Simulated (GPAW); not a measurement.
# Calculated records

**Quasiparticle gap of Al3BP4 (ordered alloy, started on the zincblende lattice) (P-43m) in GPAW**

It takes space group P-43m (No. 215, cubic). The conventional cell has a = 5.280 Å, b = 5.280 Å, c = 5.280 Å, α = 90.00°, β = 90.00°, γ = 90.00°. Nearest to B lie 4 P at 2.07 Å. Nearest to P lie 1 B at 2.07 Å and 3 Al at 2.37 Å. Al has 4 P at 2.37 Å nearest. Farther neighbours, and contacts between anions beyond the nearest, are not listed.

```xyz
8
Lattice="5.2802 0.0000 0.0000 0.0000 5.2802 0.0000 0.0000 0.0000 5.2802" Properties=species:S:1:pos:R:3 pbc="T T T"
B     0.0000    0.0000    0.0000
P     1.1936    1.1936    1.1936
Al    2.6401    2.6401    0.0000
P     4.0866    4.0866    1.1936
Al    2.6401    0.0000    2.6401
P     4.0866    1.1936    4.0866
Al    0.0000    2.6401    2.6401
P     1.1936    4.0866    4.0866
```

| Item | Value |
| --- | --- |
| method | DFT, PBE, plane waves, PAW (and 1 further level or step) |
| program | GPAW 26.7.0 |
| settings | cutoff 600 eV, GPAW PAW setups 1.2.1 data release, 2×2×2 k-mesh, nbands 505 |
| cost | 4 runs, 3.1 min in all on 4 MPI ranks of Arm Neoverse V1, shared host |
| notes | The structure was built from a prototype and need not be the compound’s stable phase. The structure was relaxed with PBE. The structure type comes from a generator and need not be one that this composition takes. The 2×2×2 mesh is coarse for this cell, which bears on the long-range parts of exchange and screening. |
| PBE gap | 1.04 eV, indirect |
| G0W0 gap on the mesh | 1.67 eV |
| GW settings | 2×2×2 mesh, 230 bands, screening to 78 eV, Godby-Needs plasmon pole |
| known limits | short of the basis limit; coarse k mesh |

G0W0 moves the gap on the mesh from 1.04 eV to 1.67 eV (+0.63 eV), with Z of 0.78 and 0.79 at the edges. The dearest step here is «empty states on the mesh».

**Quasiparticle gap of Al3BP4 (ordered alloy, started on the zincblende lattice) (P-43m) in GPAW**

The structure is cubic, space group P-43m (No. 215). Conventional cell: a = 5.280 Å, b = 5.280 Å, c = 5.280 Å, α = 90.00°, β = 90.00°, γ = 90.00°. Nearest to B lie 4 P at 2.07 Å. P has 1 B at 2.07 Å and 3 Al at 2.37 Å nearest. Al has 4 P at 2.37 Å nearest. Farther neighbours, and contacts between anions beyond the nearest, are not listed.

| Property | Result |
| --- | --- |
| method | DFT, PBE, plane waves, PAW (and 1 further level or step) |
| program | GPAW 26.7.0 |
| settings | cutoff 600 eV, GPAW PAW setups 1.2.1 data release, 2×2×2 k-mesh, nbands 185 |
| cost | 3 runs, 70 s in all on 4 MPI ranks of Arm Neoverse V1, shared host |
| notes | The structure was built from a prototype and need not be the compound’s stable phase. The structure was relaxed with PBE. The structure type comes from a generator and need not be one that this composition takes. The 2×2×2 mesh is coarse for this cell, which bears on the long-range parts of exchange and screening. |
| PBE gap | 1.04 eV, indirect |
| G0W0 gap on the mesh | 1.64 eV |
| GW settings | 2×2×2 mesh, 175 bands, screening to 65 eV, Godby-Needs plasmon pole |
| known limits | short of the basis limit; coarse k mesh |

G0W0 moves the gap on the mesh from 1.04 eV to 1.64 eV (+0.60 eV), with Z of 0.78 and 0.79 at the edges. The dearest step here is «empty states on the mesh».

[Long decimals in the printed logs are rounded to 6 places.]

[Logs are printed without paths, hosts, clocks, repeated set-up lines and the standing remarks that a program may print on its own settings, such as how far it seeks lower states.]

[Paths, hosts, dates, memory and timing lines, banners, echoed tables and standing remarks are left out of the program output; an Ansatz launch command may be rebuilt from the run's recorded settings. Measured values are a selection of at most five: reports struck by readers or far from the other reports are left out. None is set beside runs whose start may be inverted or whose files or cutoffs have a known fault.]

[Runs of the session that timed out or met a known fault of the program may be left out.]

[Hosts, paths, dates, database ids (printed as entryN), source tags and the programs' standing remarks are cut or masked in the printed files.]

[Where the starting crystal was built by hand or by swapping elements, it need not be the compound's stable phase.]
